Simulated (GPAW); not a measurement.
**Segments of K in an Os chain: a series of junctions**

Aim: how the conductance and the thermopower change along a series of junctions, segments of K in an Os chain.

Method: GPAW LCAO, PAW setups; Landauer transmission from Green's functions with principal layers (ASE), zero bias, in GPAW 26.7.0.

### Step 1. Starting point

The cell holds 15 atoms: 14 Os and 1 K. Its edges and angles: a = 9.000 Å, b = 9.000 Å, c = 35.772 Å, α = 90.0°, β = 90.0°, γ = 90.0°. Regions: left lead, 7 atoms (7 Os); channel, 1 atom (1 K); right lead, 7 atoms (7 Os). Vacuum lies along a and b. The structure is stacked along c, and the current runs across the ab planes.

### Step 2. Member of the series, foreign atoms 1

The structure changes from member to member while basis and functional stay, so that the trend is less open to errors of the level than any single value.

The input, run.py:

```python
import json
import numpy as np
from ase import Atoms
from ase.transport.calculators import TransportCalculator
from gpaw import GPAW, FermiDirac
from gpaw.lcao.tools import get_lcao_hamiltonian
from scipy.linalg import eigh

# The junction with lead layers at both ends, along the third cell vector
device = Atoms(
    ['Os', 'Os', 'Os', 'Os', 'Os', 'Os', 'Os', 'K', 'Os', 'Os', 'Os', 'Os', 'Os', 'Os', 'Os'],
    positions=[
        [4.50000, 4.50000, 1.14000],
        [4.50000, 4.50000, 3.42000],
        [4.50000, 4.50000, 5.70000],
        [4.50000, 4.50000, 7.98000],
        [4.50000, 4.50000, 10.26000],
        [4.50000, 4.50000, 12.54000],
        [4.50000, 4.50000, 14.82000],
        [4.50000, 4.50000, 17.88580],
        [4.50000, 4.50000, 20.95160],
        [4.50000, 4.50000, 23.23160],
        [4.50000, 4.50000, 25.51160],
        [4.50000, 4.50000, 27.79160],
        [4.50000, 4.50000, 30.07160],
        [4.50000, 4.50000, 32.35160],
        [4.50000, 4.50000, 34.63160]],
    cell=[[9.0, 0.0, 0.0], [0.0, 9.0, 0.0], [0.0, 0.0, 35.7716]],
    pbc=True)

# One principal layer of the lead: the first 5 atoms of the device
lead = Atoms(
    ['Os', 'Os', 'Os', 'Os', 'Os'],
    positions=[
        [4.50000, 4.50000, 1.14000],
        [4.50000, 4.50000, 3.42000],
        [4.50000, 4.50000, 5.70000],
        [4.50000, 4.50000, 7.98000],
        [4.50000, 4.50000, 10.26000]],
    cell=[[9.0, 0.0, 0.0], [0.0, 9.0, 0.0], [0.0, 0.0, 11.4]],
    pbc=True)

settings = dict(mode='lcao', basis='dzp', xc='RPBE', h=0.2,
                occupations=FermiDirac(0.1), maxiter=250,
                mixer=dict(beta=0.1, nmaxold=8, weight=100.0),
                convergence=dict(density=0.0001))
energies = np.arange(-3, 3 + 1e-9, 0.075)
eta = 0.0001
n1, n2 = 1, 1
# k and -k transmit alike, so half of the mesh across the current serves
mesh = [(i, j) for i in range(n1) for j in range(n2) if (i, j) <= (-i % n1, -j % n2)]
weights = np.array([1 if (i, j) == (-i % n1, -j % n2) else 2 for i, j in mesh]) / (n1 * n2)

# [... helper functions left out ...]
fermi_lead = ground_state(lead, (1, 1, 10), 'lead.txt')
fermi_device = ground_state(device, (1, 1, 2), 'device.txt')
# [... loop over the mesh left out, but for ...]
        # Shift the lead onto the potential of the device's first layer
        shift = ((H[:, 0, 0] - H0[:, 0, 0]) / S0[0, 0]).real.mean()
# [...]
kT = 8.617333e-5 * 300
bias = [0.1, 0.2, 0.5, 1.0, 1.5, 2.0]
# [... integrals and printing left out ...]
```

On the command line:

```sh
$ OMP_NUM_THREADS=1 OPENBLAS_NUM_THREADS=2 python run.py
```

The program printed:

```text
basis functions: device 397, principal layer 135
Fermi level: lead -3.3695 eV, device -3.1211 eV; lead shifted by -0.0028 eV
largest coupling past the next layer 1.14e-06 eV, largest misfit of the first layer 0.174 eV
  E-E_F (eV)   T (one spin)  [channel counts left out]
    -3.000    1.2521e-02
    -2.925    1.3501e-02
    -2.850    1.4583e-02
    -2.775    1.5791e-02
    -2.700    1.7154e-02
    -2.625    1.8719e-02
    -2.550    2.0563e-02
    -2.475    2.2829e-02
    -2.400    2.5854e-02
    -2.325    3.1009e-02
    -2.250    7.2979e-02
    -2.175    6.0201e-02
    -2.100    6.0103e-02
    -2.025    6.1532e-02
    -1.950    6.3305e-02
    -1.875    6.5361e-02
[...]
2.475    9.7182e-01
     2.550    9.5513e-01
     2.625    9.3635e-01
     2.700    9.1630e-01
     2.775    8.9569e-01
     2.850    8.7510e-01
     2.925    8.5502e-01
     3.000    8.3583e-01
conductance at 300 K: 0.19639 G0 a cell; thermopower -1.785 uV/K
current from the zero-bias T(E) at 0.1 V: 1.5218 uA
current from the zero-bias T(E) at 0.2 V: 3.0448 uA
current from the zero-bias T(E) at 0.5 V: 7.632 uA
current from the zero-bias T(E) at 1.0 V: 15.431 uA
current from the zero-bias T(E) at 1.5 V: 23.605 uA
current from the zero-bias T(E) at 2.0 V: 32.306 uA
```

Wall time 2.3 min (2 threads of Arm Neoverse V2, shared host); peak memory 1.4 GiB.

This step gave:

| Property | Result |
| --- | --- |
| conductance | 0.1964 G₀ |
| thermopower | -1.785 μV/K |
| largest coupling past the next principal layer | 1.14e-6 eV |
| largest misfit of the first principal layer | 0.1735 eV |
| shift that aligns the lead | -0.002831 eV |
| basis functions of the junction | 397 |
| basis functions of a principal layer | 135 |
| transmission at the Fermi level (one spin) | 0.1963 |

One spin. Table of transmission, zone mean by energy, zero at the Fermi level:

```
energy (eV)  transmission, zone mean
    -3.0000                   0.0125
    -2.7750                   0.0158
    -2.4750                   0.0228
    -2.2500                   0.0730
    -2.0250                   0.0615
    -1.7250                   0.0711
    -1.5000                   0.0834
    -1.2750                   0.0967
    -0.9750                    0.119
    -0.7500                    0.142
    -0.5250                    0.165
    -0.2250                    0.186
     0.0000                    0.196
     0.2250                    0.210
     0.5250                    0.247
     0.7500                    0.293
     0.9750                    0.342
     1.2750                    0.391
     1.5000                    0.652
     1.7250                    0.877
     2.0250                     1.24
     2.2500                     2.20
     2.3250                     2.98
     2.4750                    0.972
     2.7750                    0.896
     3.0000                    0.836
```

Not self-consistent under bias; the bias window is split evenly. Table of current through one cell, from the zero-bias transmission by bias:

```
bias (V)  current through one cell, from the zero-bias transmission (μA)
   0.100                                                            1.52
   0.200                                                            3.04
   0.500                                                            7.63
   1.000                                                            15.4
   1.500                                                            23.6
   2.000                                                            32.3
```

The transmission of the three most open eigenchannels by energy, zero at the Fermi level:

```
energy (eV)  channel 1  channel 2  channel 3
      -3.00     0.0125     1.7e-5     1.7e-5
      -2.85     0.0145     1.9e-5     1.9e-5
      -2.70     0.0171     2.2e-5     2.2e-5
      -2.55     0.0205     2.5e-5     2.5e-5
      -2.33     0.0309     3.1e-5     3.1e-5
      -2.17     0.0601     3.6e-5     3.6e-5
      -2.02     0.0614     4.2e-5     4.2e-5
      -1.88     0.0652     5.0e-5     5.0e-5
      -1.73     0.0709     6.1e-5     6.1e-5
      -1.57     0.0788     8.3e-5     7.7e-5
      -1.35     0.0918     1.4e-4     1.1e-4
      -1.20      0.101     1.8e-4     1.4e-4
      -1.05      0.112     2.3e-4     1.8e-4
      -0.90      0.126     2.8e-4     2.3e-4
      -0.75      0.141     3.3e-4     3.0e-4
      -0.60      0.157     3.9e-4     3.9e-4
      -0.38      0.175     5.6e-4     5.6e-4
      -0.23      0.184     7.1e-4     7.1e-4
      -0.07      0.191     9.1e-4     9.1e-4
       0.00      0.194    0.00102    0.00102
       0.07      0.197    0.00114    0.00114
       0.23      0.206    0.00142    0.00142
       0.38      0.221    0.00175    0.00175
       0.60      0.256    0.00237    0.00237
       0.75      0.287    0.00293    0.00293
       0.90      0.318    0.00372    0.00372
       1.05      0.348    0.00491    0.00491
       1.20      0.374    0.00678    0.00678
       1.35      0.478    0.00993    0.00993
       1.57      0.687     0.0198     0.0198
       1.73      0.809     0.0342     0.0342
       1.88      0.905     0.0641     0.0641
       2.02      0.969      0.135      0.135
       2.17      0.997      0.339      0.339
       2.33      0.995      0.993      0.993
       2.55      0.955     3.5e-7    4.4e-10
       2.70      0.916     3.5e-7    8.5e-11
       2.85      0.875     3.5e-7    9.9e-11
       3.00      0.836     3.5e-7     1.3e-9
```

Couplings past the next layer reach 1.1e-6 eV, small enough to drop; the matrix elements of the cell's first layer differ from the bulk lead's by up to 0.17 eV. That layer keeps its own values in the calculation, and only beyond it is the lead taken as perfect. The Fermi levels of lead and junction count from different zeros of potential, one for each periodic cell; with both set to zero, the small remaining shift is what aligns them. Without spin-orbit coupling, which is large for these atoms, channel counts and T are those of the scalar-relativistic bands. By hand: G = 0.1964 × 77.48 μS = 15.2 μS, a resistance of 65.7 kΩ; at 0.1 V a linear junction would pass 1.52 μA, and the integral over the bias window gives 1.52 μA. Mott's formula, S = -(π²/3)(k_B²T/e) d ln T/dE, has the prefactor 7.33 μV/K·eV at 300 K; T = 0.1929 at -0.075 eV and 0.2000 at 0.075 eV give a slope of 0.239 per eV and S = -1.75 μV/K, beside -1.79 μV/K from the thermal integral, which interpolates the same grid.

### Step 3. Junction, 16 atoms: segment atoms = 2

System of this step: 2 K atoms in an Os chain. The cell holds 16 atoms: 14 Os and 2 K. Cell: a = 9.000 Å, b = 9.000 Å, c = 39.872 Å, α = 90.0°, β = 90.0°, γ = 90.0°. Regions: left lead, 7 atoms (7 Os); channel, 2 atoms (2 K); right lead, 7 atoms (7 Os). Vacuum lies along a and b. The structure is stacked along c, and the current runs across the ab planes.

Edit run.py of step 2 so:

```diff
@@ -10,3 +10,3 @@
 device = Atoms(
-    ['Os', 'Os', 'Os', 'Os', 'Os', 'Os', 'Os', 'K', 'Os', 'Os', 'Os', 'Os', 'Os', 'Os', 'Os'],
+    ['Os', 'Os', 'Os', 'Os', 'Os', 'Os', 'Os', 'K', 'K', 'Os', 'Os', 'Os', 'Os', 'Os', 'Os', 'Os'],
     positions=[
@@ -20,10 +20,11 @@
         [4.50000, 4.50000, 17.88580],
-        [4.50000, 4.50000, 20.95160],
-        [4.50000, 4.50000, 23.23160],
-        [4.50000, 4.50000, 25.51160],
-        [4.50000, 4.50000, 27.79160],
-        [4.50000, 4.50000, 30.07160],
-        [4.50000, 4.50000, 32.35160],
-        [4.50000, 4.50000, 34.63160]],
-    cell=[[9.0, 0.0, 0.0], [0.0, 9.0, 0.0], [0.0, 0.0, 35.7716]],
+        [4.50000, 4.50000, 21.98580],
+        [4.50000, 4.50000, 25.05160],
+        [4.50000, 4.50000, 27.33160],
+        [4.50000, 4.50000, 29.61160],
+        [4.50000, 4.50000, 31.89160],
+        [4.50000, 4.50000, 34.17160],
+        [4.50000, 4.50000, 36.45160],
+        [4.50000, 4.50000, 38.73160]],
+    cell=[[9.0, 0.0, 0.0], [0.0, 9.0, 0.0], [0.0, 0.0, 39.8716]],
     pbc=True)
```

The program printed:

```text
basis functions: device 416, principal layer 135
Fermi level: lead -3.3695 eV, device -2.9084 eV; lead shifted by -0.0014 eV
largest coupling past the next layer 1.14e-06 eV, largest misfit of the first layer 0.186 eV
  E-E_F (eV)   T (one spin)  [channel counts left out]
    -3.000    3.7372e-05
    -2.925    4.3883e-05
    -2.850    5.1724e-05
    -2.775    6.1244e-05
    -2.700    7.2930e-05
    -2.625    8.7491e-05
    -2.550    1.0603e-04
    -2.475    1.3049e-04
    -2.400    1.6507e-04
    -2.325    2.2580e-04
    -2.250    5.2342e-04
    -2.175    5.1966e-04
    -2.100    5.8271e-04
    -2.025    6.6753e-04
    -1.950    7.6827e-04
    -1.875    8.9062e-04
[...]
2.475    9.1618e-01
     2.550    8.9585e-01
     2.625    8.7982e-01
     2.700    8.6881e-01
     2.775    8.6315e-01
     2.850    8.6299e-01
     2.925    8.6839e-01
     3.000    8.7939e-01
conductance at 300 K: 0.78209 G0 a cell; thermopower -24.43 uV/K
current from the zero-bias T(E) at 0.1 V: 6.0151 uA
current from the zero-bias T(E) at 0.2 V: 11.768 uA
current from the zero-bias T(E) at 0.5 V: 25.384 uA
current from the zero-bias T(E) at 1.0 V: 36.716 uA
current from the zero-bias T(E) at 1.5 V: 42.478 uA
current from the zero-bias T(E) at 2.0 V: 46.747 uA
```

It took 2.4 min on 2 threads; peak memory 1.5 GiB.

Numbers from this step:

```
conductance                                 : 0.7821 G₀
thermopower                                 : -24.43 μV/K
largest misfit of the first principal layer : 0.1862 eV
shift that aligns the lead                  : -0.001384 eV
basis functions of the junction             : 416
transmission at the Fermi level (one spin)  : 0.8084
```

One spin. Table of transmission, zone mean by energy, zero at the Fermi level:

energy (eV), transmission, zone mean and a bar:
```
  -3.0000       0.00 
  -2.7750       0.00 
  -2.4750       0.00 
  -2.2500       0.00 
  -2.0250       0.00 
  -1.7250       0.00 
  -1.5000       0.00 
  -1.2750       0.00 
  -0.9750       0.01 
  -0.7500       0.02 
  -0.5250       0.06 #
  -0.2250       0.24 ###
   0.0000       0.81 #########
   0.0750       0.99 ###########
   0.2250       0.74 ########
   0.5250       0.29 ###
   0.7500       0.22 ##
   0.9750       0.20 ##
   1.2750       0.18 ##
   1.5000       0.38 ####
   1.7250       0.70 ########
   2.0250       1.92 #####################
   2.1750       2.73 ##############################
   2.2500       2.65 #############################
   2.4750       0.92 ##########
   2.7750       0.86 #########
   3.0000       0.88 ##########
```

Not self-consistent under bias; the bias window is split evenly. The current through one cell, from the zero-bias transmission by bias:

```
bias (V)  current through one cell, from the zero-bias transmission (μA)
   0.100                                                            6.02
   0.200                                                            11.8
   0.500                                                            25.4
   1.000                                                            36.7
   1.500                                                            42.5
   2.000                                                            46.7
```

The transmission of the three most open eigenchannels by energy, zero at the Fermi level:

```
energy (eV)  channel 1  channel 2  channel 3
      -3.00     3.7e-5     3.9e-8     3.9e-8
      -2.77     6.1e-5     5.0e-8     5.0e-8
      -2.55     1.1e-4     6.5e-8     6.5e-8
      -2.40     1.6e-4     7.4e-8     7.4e-8
      -2.17     5.2e-4     8.9e-8     8.9e-8
      -1.95     7.7e-4     1.4e-7     1.1e-7
      -1.73    0.00125     4.0e-7     1.3e-7
      -1.57    0.00184     2.4e-7     1.4e-7
      -1.35    0.00339     1.7e-7     1.7e-7
      -1.12    0.00649     1.8e-7     1.8e-7
      -0.90     0.0136     1.8e-7     1.8e-7
      -0.75     0.0234     1.5e-7     1.5e-7
      -0.53     0.0569     6.9e-7     7.8e-8
      -0.30      0.159     1.9e-6     2.6e-8
      -0.07      0.554     3.7e-6     1.3e-7
       0.00      0.808     4.4e-6     3.2e-7
       0.07      0.988     5.1e-6     6.5e-7
       0.30      0.563     6.7e-6     3.3e-6
       0.53      0.294     1.2e-5     1.2e-5
       0.75      0.217     3.8e-5     3.8e-5
       0.90      0.201     8.2e-5     8.2e-5
       1.12      0.191     2.8e-4     2.8e-4
       1.35      0.241    0.00115    0.00115
       1.57      0.460    0.00613    0.00613
       1.73      0.657     0.0230     0.0230
       1.95      0.925      0.235      0.235
       2.17      0.998      0.865      0.865
       2.40      0.939     4.6e-8     4.6e-8
       2.55      0.896     3.2e-8     3.2e-8
       2.77      0.863     2.3e-8    3.2e-10
       3.00      0.879     2.1e-8     2.0e-9
```

The conductance, 0.782 G₀, lies 298 % above that of the member before.

### Step 4. Junction, 17 atoms: segment atoms = 3

System of this step: 3 K atoms in an Os chain. The cell holds 17 atoms: 14 Os and 3 K. Its edges and angles: a = 9.000 Å, b = 9.000 Å, c = 43.972 Å, α = 90.0°, β = 90.0°, γ = 90.0°. Regions: left lead, 7 atoms (7 Os); channel, 3 atoms (3 K); right lead, 7 atoms (7 Os). Vacuum lies along a and b. The structure is stacked along c, and the current runs across the ab planes.

Edit run.py of step 3 so:

```diff
@@ -10,3 +10,3 @@
 device = Atoms(
-    ['Os', 'Os', 'Os', 'Os', 'Os', 'Os', 'Os', 'K', 'K', 'Os', 'Os', 'Os', 'Os', 'Os', 'Os', 'Os'],
+    ['Os', 'Os', 'Os', 'Os', 'Os', 'Os', 'Os', 'K', 'K', 'K', 'Os', 'Os', 'Os', 'Os', 'Os', 'Os', 'Os'],
     positions=[
@@ -21,10 +21,11 @@
         [4.50000, 4.50000, 21.98580],
-        [4.50000, 4.50000, 25.05160],
-        [4.50000, 4.50000, 27.33160],
-        [4.50000, 4.50000, 29.61160],
-        [4.50000, 4.50000, 31.89160],
-        [4.50000, 4.50000, 34.17160],
-        [4.50000, 4.50000, 36.45160],
-        [4.50000, 4.50000, 38.73160]],
-    cell=[[9.0, 0.0, 0.0], [0.0, 9.0, 0.0], [0.0, 0.0, 39.8716]],
+        [4.50000, 4.50000, 26.08580],
+        [4.50000, 4.50000, 29.15160],
+        [4.50000, 4.50000, 31.43160],
+        [4.50000, 4.50000, 33.71160],
+        [4.50000, 4.50000, 35.99160],
+        [4.50000, 4.50000, 38.27160],
+        [4.50000, 4.50000, 40.55160],
+        [4.50000, 4.50000, 42.83160]],
+    cell=[[9.0, 0.0, 0.0], [0.0, 9.0, 0.0], [0.0, 0.0, 43.9716]],
     pbc=True)
```

The program printed:

```text
basis functions: device 435, principal layer 135
Fermi level: lead -3.3695 eV, device -2.7984 eV; lead shifted by -0.0007 eV
largest coupling past the next layer 1.14e-06 eV, largest misfit of the first layer 0.179 eV
  E-E_F (eV)   T (one spin)  [channel counts left out]
    -3.000    5.1205e-08
    -2.925    4.0912e-08
    -2.850    3.0113e-08
[...]
2.925    9.9112e-01
     3.000    9.9850e-01
conductance at 300 K: 0.21241 G0 a cell; thermopower 21.35 uV/K
current from the zero-bias T(E) at 0.1 V: 1.6742 uA
current from the zero-bias T(E) at 0.2 V: 3.5309 uA
current from the zero-bias T(E) at 0.5 V: 12.3 uA
current from the zero-bias T(E) at 1.0 V: 26.009 uA
current from the zero-bias T(E) at 1.5 V: 42.395 uA
current from the zero-bias T(E) at 2.0 V: 50.561 uA
```

Wall time 3.3 min (2 threads); peak memory 1.6 GiB.

One spin. The transmission, zone mean by energy, zero at the Fermi level:

```
energy (eV)  transmission, zone mean
      -3.00                   5.1e-8
      -2.85                   3.0e-8
      -2.70                   8.9e-9
      -2.55                        0
      -2.33                        0
      -2.17                   5.2e-7
      -2.02                   9.4e-7
      -1.88                   2.2e-6
      -1.73                   5.4e-6
      -1.57                   1.4e-5
      -1.35                   5.5e-5
      -1.20                   1.4e-4
      -1.05                   3.4e-4
      -0.90                   9.4e-4
      -0.75                  0.00287
      -0.60                   0.0105
      -0.38                    0.169
      -0.23                    0.887
      -0.07                    0.262
       0.00                    0.201
       0.07                    0.182
       0.23                    0.212
       0.38                    0.368
       0.60                    0.993
       0.75                    0.661
       0.90                    0.352
       1.05                    0.224
       1.20                    0.166
       1.35                    0.168
       1.57                    0.300
       1.73                    0.502
       1.88                     2.54
       2.02                     1.75
       2.17                     2.12
       2.33                     2.54
       2.55                    0.929
       2.70                    0.938
       2.85                    0.973
       3.00                    0.998
```

The conductance, 0.212 G₀, lies 73 % below that of the member before.

(Part 1 of 2 ends here.)

[Logs are printed without paths, hosts, clocks, repeated set-up lines and the standing remarks that a program may print on its own settings, such as how far it seeks lower states.]

[Hosts, paths, dates, database ids (printed as entryN), source tags and the programs' standing remarks are cut or masked in the printed files.]
